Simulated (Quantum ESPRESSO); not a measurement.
**two Co on Zn sites of ZnO, 4.57 Å apart: parallel and opposed starts**

Does two Co on Zn sites of ZnO, 4.57 Å apart prefer parallel or opposed moments?

Method: PBE; plane waves with GBRV 1.5 PBE potentials, no spin-orbit coupling, in Quantum ESPRESSO 7.5.

### 1. Starting point

The cell holds 16 atoms: 2 Co, 6 Zn and 8 O. Its edges and angles: a = 6.500 Å, b = 6.500 Å, c = 5.207 Å, α = 90.0°, β = 90.0°, γ = 120.0°. It derives from ZnO.

Structure file:

```cif
data_structure
_symmetry_space_group_name_H-M 'P 1'
_symmetry_Int_Tables_number 1
_cell_length_a 6.5000
_cell_length_b 6.5000
_cell_length_c 5.2070
_cell_angle_alpha 90.000
_cell_angle_beta 90.000
_cell_angle_gamma 120.000
_cell_volume 190.52
loop_
_atom_site_label
_atom_site_type_symbol
_atom_site_fract_x
_atom_site_fract_y
_atom_site_fract_z
_atom_site_occupancy
Co1 Co 0.16667 0.33333 0.00000 1
Zn2 Zn 0.33333 0.16667 0.50000 1
O3 O 0.16667 0.33333 0.38200 1
O4 O 0.33333 0.16667 0.88200 1
Zn5 Zn 0.16667 0.83333 0.00000 1
Zn6 Zn 0.33333 0.66667 0.50000 1
O7 O 0.16667 0.83333 0.38200 1
O8 O 0.33333 0.66667 0.88200 1
Zn9 Zn 0.66667 0.33333 0.00000 1
Zn10 Zn 0.83333 0.16667 0.50000 1
O11 O 0.66667 0.33333 0.38200 1
O12 O 0.83333 0.16667 0.88200 1
Zn13 Zn 0.66667 0.83333 0.00000 1
Co14 Co 0.83333 0.66667 0.50000 1
O15 O 0.66667 0.83333 0.38200 1
O16 O 0.83333 0.66667 0.88200 1
```

The lattice constants of the host were typed from memory of published values.

### 2. Start 1: ferro ++

The signs are those of the starting moments on the seeded atoms, the atoms that are given a moment.

File pw.in:

```
&CONTROL
  calculation = 'scf'
  prefix = 'pwscf'
  outdir = './tmp'
  pseudo_dir = './pseudo'
  disk_io = 'nowf'
/
&SYSTEM
  ibrav = 0
  celldm(1) = 8
  nat = 16
  ntyp = 3
  ecutwfc = 40
  ecutrho = 280
  nbnd = 126
  occupations = 'smearing'
  smearing = 'fd'
  degauss = 0.00367493
  nspin = 2
  starting_magnetization(1) = 0.1588
  starting_magnetization(2) = 0
  starting_magnetization(3) = 0
/
&ELECTRONS
  conv_thr = 3.2d-08
  electron_maxstep = 150
  mixing_beta = 0.3
/
ATOMIC_SPECIES
Co     58.9332 co_pbe_v1.2.uspp.F.UPF
Zn     65.3800 zn_pbe_v1.uspp.F.UPF
O      15.9990 o_pbe_v1.2.uspp.F.UPF
CELL_PARAMETERS alat
   1.5354024762584    0.0000000000000    0.0000000000000
  -0.7677012381292    1.3296975200411    0.0000000000000
   0.0000000000000    0.0000000000000    1.2299754913658
ATOMIC_POSITIONS crystal
Co      0.1666666700    0.3333333300    0.0000000000
Zn      0.3333333300    0.1666666700    0.5000000000
O       0.1666666700    0.3333333300    0.3820000000
O       0.3333333300    0.1666666700    0.8820000000
Zn      0.1666666700    0.8333333300    0.0000000000
Zn      0.3333333300    0.6666666700    0.5000000000
O       0.1666666700    0.8333333300    0.3820000000
O       0.3333333300    0.6666666700    0.8820000000
Zn      0.6666666700    0.3333333300    0.0000000000
Zn      0.8333333300    0.1666666700    0.5000000000
O       0.6666666700    0.3333333300    0.3820000000
O       0.8333333300    0.1666666700    0.8820000000
Zn      0.6666666700    0.8333333300    0.0000000000
Co      0.8333333300    0.6666666700    0.5000000000
O       0.6666666700    0.8333333300    0.3820000000
O       0.8333333300    0.6666666700    0.8820000000
K_POINTS automatic
4 4 5 0 0 0
```

Launch:

```sh
OMP_NUM_THREADS=1 mpirun -n 4 pw.x -nk 4 -in pw.in > pw.out
```

Log:

```text
Program PWSCF v.7.5 starts

     Message from routine setup:
     using ibrav=0 with symmetry is DISCOURAGED, use correct ibrav instead

     K-points division:     npool     =       4
     Subspace diagonalization in iterative solution of the eigenvalue problem:

     G-vector sticks info
     --------------------
     sticks:   dense  smooth     PW     G-vecs:    dense   smooth      PW
     Sum        2905    1663    475               101633    43977    6555

     Using Slab Decomposition

     bravais-lattice index     =            0
     lattice parameter (alat)  =       8.0000  a.u.
     unit-cell volume          =    1285.7055 (a.u.)^3
     number of atoms/cell      =           16
     number of atomic types    =            3
     number of electrons       =       202.00
     number of Kohn-Sham states=          126
     kinetic-energy cutoff     =      40.0000  Ry
     charge density cutoff     =     280.0000  Ry
     scf convergence threshold =      3.2E-08
     mixing beta               =       0.3000
     number of iterations used =            8  plain     mixing
     Exchange-correlation= SLA  PW   PBE  PBE
                           (   1   4   3   4   0   0   0)

     celldm(1)=   8.000000  celldm(2)=   0.000000  celldm(3)=   0.000000
     celldm(4)=   0.000000  celldm(5)=   0.000000  celldm(6)=   0.000000

     crystal axes: (cart. coord. in units of alat)
               a(1) = (   1.535402   0.000000   0.000000 )
               a(2) = (  -0.767701   1.329698   0.000000 )
               a(3) = (   0.000000   0.000000   1.229975 )

     reciprocal axes: (cart. coord. in units 2 pi/alat)
               b(1) = (  0.651295  0.376025 -0.000000 )
               b(2) = (  0.000000  0.752051  0.000000 )
               b(3) = (  0.000000 -0.000000  0.813024 )

     PseudoPot. # 1 for Co read from file:
     co_pbe_v1.2.uspp.F.UPF
     Pseudo is Ultrasoft + core correction, Zval = 17.0
     Generated by new atomic code, or converted to UPF format
     Using radial grid of  863 points,  6 beta functions with:
                l(1) =   0
                l(2) =   0
                l(3) =   1
                l(4) =   1
                l(5) =   2
                l(6) =   2
     Q(r) pseudized with  8 coefficients,  rinner =    1.200   1.200   1.200
                                                       1.200   1.200

     PseudoPot. # 2 for Zn read from file:
     zn_pbe_v1.uspp.F.UPF
     Pseudo is Ultrasoft, Zval = 20.0
     Generated by new atomic code, or converted to UPF format
     Using radial grid of  943 points,  6 beta functions with:
                l(1) =   0
                l(2) =   0
                l(3) =   1
                l(4) =   1
                l(5) =   2
                l(6) =   2
     Q(r) pseudized with  8 coefficients,  rinner =    1.100   1.100   1.100
                                                       1.100   1.100

     PseudoPot. # 3 for O  read from file:
     o_pbe_v1.2.uspp.F.UPF
     Pseudo is Ultrasoft + core correction, Zval =  6.0
     Generated by new atomic code, or converted to UPF format
     Using radial grid of  737 points,  5 beta functions with:
                l(1) =   0
                l(2) =   0
                l(3) =   1
                l(4) =   1
                l(5) =   2
     Q(r) pseudized with  8 coefficients,  rinner =    0.900   0.900   0.900
                                                       0.900   0.900

     atomic species   valence    mass     pseudopotential
     Co               17.00    58.93320     Co( 1.00)
     Zn               20.00    65.38000     Zn( 1.00)
     O                 6.00    15.99900     O ( 1.00)

     Starting magnetic structure
     atomic species   magnetization
     Co              0.159
     Zn              0.000
     O               0.000

     12 Sym. Ops. (no inversion) found (10 have fractional translation)

   Cartesian axes

     site n.     atom                  positions (alat units)
         1        Co     tau(   1) = (   0.0000000   0.4432325   0.0000000  )
         2        Zn     tau(   2) = (   0.3838506   0.2216163   0.6149877  )
         3        O      tau(   3) = (   0.0000000   0.4432325   0.4698506  )
         4        O      tau(   4) = (   0.3838506   0.2216163   1.0848384  )
         5        Zn     tau(   5) = (  -0.3838506   1.1080813   0.0000000  )
         6        Zn     tau(   6) = (  -0.0000000   0.8864650   0.6149877  )
         7        O      tau(   7) = (  -0.3838506   1.1080813   0.4698506  )
         8        O      tau(   8) = (  -0.0000000   0.8864650   1.0848384  )
         9        Zn     tau(   9) = (   0.7677012   0.4432325   0.0000000  )
        10        Zn     tau(  10) = (   1.1515518   0.2216163   0.6149877  )
        11        O      tau(  11) = (   0.7677012   0.4432325   0.4698506  )
        12        O      tau(  12) = (   1.1515518   0.2216163   1.0848384  )
        13        Zn     tau(  13) = (   0.3838506   1.1080813   0.0000000  )
        14        Co     tau(  14) = (   0.7677012   0.8864650   0.6149877  )
        15        O      tau(  15) = (   0.3838506   1.1080813   0.4698506  )
        16        O      tau(  16) = (   0.7677012   0.8864650   1.0848384  )

     number of k points=    12  Fermi-Dirac smearing, width (Ry)=  0.0037
                       cart. coord. in units 2pi/alat
        k(    1) = (   0.0000000   0.0000000   0.0000000), wk =   0.0125000
        k(    2) = (   0.0000000   0.0000000   0.1626049), wk =   0.0250000
        k(    3) = (   0.0000000   0.0000000   0.3252097), wk =   0.0250000
        k(    4) = (   0.0000000   0.1880127   0.0000000), wk =   0.0750000
        k(    5) = (   0.0000000   0.1880127   0.1626049), wk =   0.1500000
        [... 7 further k-points ...]

     Dense  grid:   101633 G-vectors     FFT dimensions: (  72,  72,  54)

     Smooth grid:    43977 G-vectors     FFT dimensions: (  50,  50,  40)

     Check: negative core charge=   -0.000014
     Generating pointlists ...
     new r_m :   0.1924 (alat units)  1.5391 (a.u.) for type    1
     new r_m :   0.1924 (alat units)  1.5391 (a.u.) for type    2
     new r_m :   0.1924 (alat units)  1.5391 (a.u.) for type    3

     Initial potential from superposition of free atoms

     starting charge     199.9991, renormalised to     202.0000
     Starting wfcs are  136 randomized atomic wfcs

     Self-consistent Calculation

     iteration #  1     ecut=    40.00 Ry     beta= 0.30
     Davidson diagonalization with overlap
     ethr =  1.00E-02,  avg # of iterations =  4.5

     total energy              =   -3619.76659500 Ry
     estimated scf accuracy    <      14.60443755 Ry

     total magnetization       =     4.12 Bohr mag/cell
     absolute magnetization    =     4.20 Bohr mag/cell

     iteration #  2     ecut=    40.00 Ry     beta= 0.30
     Davidson diagonalization with overlap
     ethr =  7.23E-03,  avg # of iterations =  2.6

     total energy              =   -3619.96440211 Ry
     estimated scf accuracy    <      41.61318414 Ry

     total magnetization       =     5.39 Bohr mag/cell
     absolute magnetization    =     5.41 Bohr mag/cell

     iteration #  3     ecut=    40.00 Ry     beta= 0.30
     Davidson diagonalization with overlap
     ethr =  7.23E-03,  avg # of iterations =  2.0

     total energy              =   -3624.64128316 Ry
     estimated scf accuracy    <       3.15630226 Ry

     total magnetization       =     5.66 Bohr mag/cell
     absolute magnetization    =     5.66 Bohr mag/cell

     [... further iterations left out ...]

     iteration # 10     ecut=    40.00 Ry     beta= 0.30
     Davidson diagonalization with overlap
     ethr =  3.26E-08,  avg # of iterations =  2.0

     total energy              =   -3624.92278474 Ry
     estimated scf accuracy    <       0.00000859 Ry

     total magnetization       =     6.04 Bohr mag/cell
     absolute magnetization    =     6.10 Bohr mag/cell

     iteration # 11     ecut=    40.00 Ry     beta= 0.30
     Davidson diagonalization with overlap
     ethr =  4.25E-09,  avg # of iterations =  2.0

     total energy              =   -3624.92278666 Ry
     estimated scf accuracy    <       0.00000086 Ry

     total magnetization       =     6.04 Bohr mag/cell
     absolute magnetization    =     6.10 Bohr mag/cell

     iteration # 12     ecut=    40.00 Ry     beta= 0.30
     Davidson diagonalization with overlap
     ethr =  4.26E-10,  avg # of iterations =  2.0

     total energy              =   -3624.92278707 Ry
     estimated scf accuracy    <       0.00000009 Ry

     total magnetization       =     6.04 Bohr mag/cell
     absolute magnetization    =     6.10 Bohr mag/cell

     iteration # 13     ecut=    40.00 Ry     beta= 0.30
     Davidson diagonalization with overlap
     ethr =  4.63E-11,  avg # of iterations =  2.0

     Magnetic moment per site  (integrated on atomic sphere of radius R)
     atom   1 (R=0.192)  charge= 14.2850  magn=  2.3591
     atom   2 (R=0.192)  charge= 17.4194  magn=  0.0106
     atom   3 (R=0.192)  charge=  5.4312  magn=  0.0703
     atom   4 (R=0.192)  charge=  5.4309  magn=  0.0825
     atom   5 (R=0.192)  charge= 17.4194  magn=  0.0106
     atom   6 (R=0.192)  charge= 17.4194  magn=  0.0106
     atom   7 (R=0.192)  charge=  5.4309  magn=  0.0825
     atom   8 (R=0.192)  charge=  5.4309  magn=  0.0825
     atom   9 (R=0.192)  charge= 17.4194  magn=  0.0106
     atom  10 (R=0.192)  charge= 17.4194  magn=  0.0106
     atom  11 (R=0.192)  charge=  5.4309  magn=  0.0825
     atom  12 (R=0.192)  charge=  5.4309  magn=  0.0825
     atom  13 (R=0.192)  charge= 17.4194  magn=  0.0106
     atom  14 (R=0.192)  charge= 14.2850  magn=  2.3591
     atom  15 (R=0.192)  charge=  5.4309  magn=  0.0825
     atom  16 (R=0.192)  charge=  5.4312  magn=  0.0703

     End of self-consistent calculation

     [... lines left out ...]
     the Fermi energy is    10.5778 ev

!    total energy              =   -3624.92278733 Ry
     estimated scf accuracy    <       0.00000003 Ry
     smearing contrib. (-TS)   =      -0.00129248 Ry
     internal energy E=F+TS    =   -3624.92149485 Ry

     The total energy is F=E-TS. E is the sum of the following terms:
     one-electron contribution =   -2866.09432380 Ry
     hartree contribution      =    1519.91518679 Ry
     xc contribution           =    -377.73701254 Ry
     ewald contribution        =   -1901.00534530 Ry

     total magnetization       =     6.04 Bohr mag/cell
     absolute magnetization    =     6.10 Bohr mag/cell

     convergence has been achieved in  13 iterations

=------------------------------------------------------------------------------=
   JOB DONE.
=------------------------------------------------------------------------------=
```

The job ended after 1.7 min (4 MPI ranks of Intel Xeon Platinum 8488C (Sapphire Rapids), shared host; peak memory 1.2 GiB; 6.9 min of CPU time).

Spin moment in the atom's sphere by atom:

```
atom  spin moment in the atom's sphere (μB)
 Co1                                   2.36
 Zn2                                   0.01
  O3                                   0.07
  O4                                   0.08
 Zn5                                   0.01
 Zn6                                   0.01
  O7                                   0.08
  O8                                   0.08
 Zn9                                   0.01
Zn10                                   0.01
 O11                                   0.08
 O12                                   0.08
Zn13                                   0.01
Co14                                   2.36
 O15                                   0.08
 O16                                   0.07
```

Read from the output:

```yaml
smearing_term_ts: 0.01759 eV
magnetization: 6.039 μB
absolute_magnetization: 6.104 μB
final_state: ferromagnetic
```

Spin density in the ac plane at fractional y = 0.333, with atoms of Co and O and Zn within 0.2 Å of it.

Ten even steps from '_' (0.0 e/Å³) to '@' (7.0 e/Å³), each cell a mean:
```
____--++..__________________________
______..____________________________
____________________________________
____________________________________
____________________________________
____________________________________
____________________________________
____________________________________
____________________________________
____________________________________
____________________________________
____________________________________
____..--____________________________
____++@@::__________________________
```
Columns run along a (6.5 Å), rows up along c (5.2 Å). Atoms in or near the plane, at fractional coordinates: Co at (0.17, 0.00), O at (0.17, 0.38), Zn at (0.67, 0.00), O at (0.67, 0.38).

Valence density in the ac plane at fractional y = 0.333, with atoms of Co and O and Zn within 0.2 Å of it. It is the smooth field of the valence electrons, not physical close to the nuclei.

Ten steps, logarithmic in the rise over the least value, from '0' (0 e/Å³) to '9' (66 e/Å³), each cell a mean:
```
036751000027851000
012320000012310000
000000000000000000
000000000000000000
000000000000000000
000000000000000000
011210000011210000
024431000024431000
024531000024531000
013421000013421000
001210000001110000
001110000001110000
025531000025630000
037861000038961000
```
Columns run along a (6.5 Å), rows up along c (5.2 Å). Atoms in or near the plane, at fractional coordinates: Co at (0.17, 0.00), O at (0.17, 0.38), Zn at (0.67, 0.00), O at (0.67, 0.38).

[end of part 1 of 2]

[Logs and program files are shortened in this print: banners, set-up blocks, solver, clock and traceback lines can be left out without a mark of their own.]

[Logs are printed without paths, hosts, clocks, repeated set-up lines and the standing remarks that a program may print on its own settings, such as how far it seeks lower states.]

[Hosts, paths, dates, database ids (printed as entryN), source tags and the programs' standing remarks are cut or masked in the printed files.]

[Where a cell is said to come from a database of computed structures, the database is the Materials Project.]
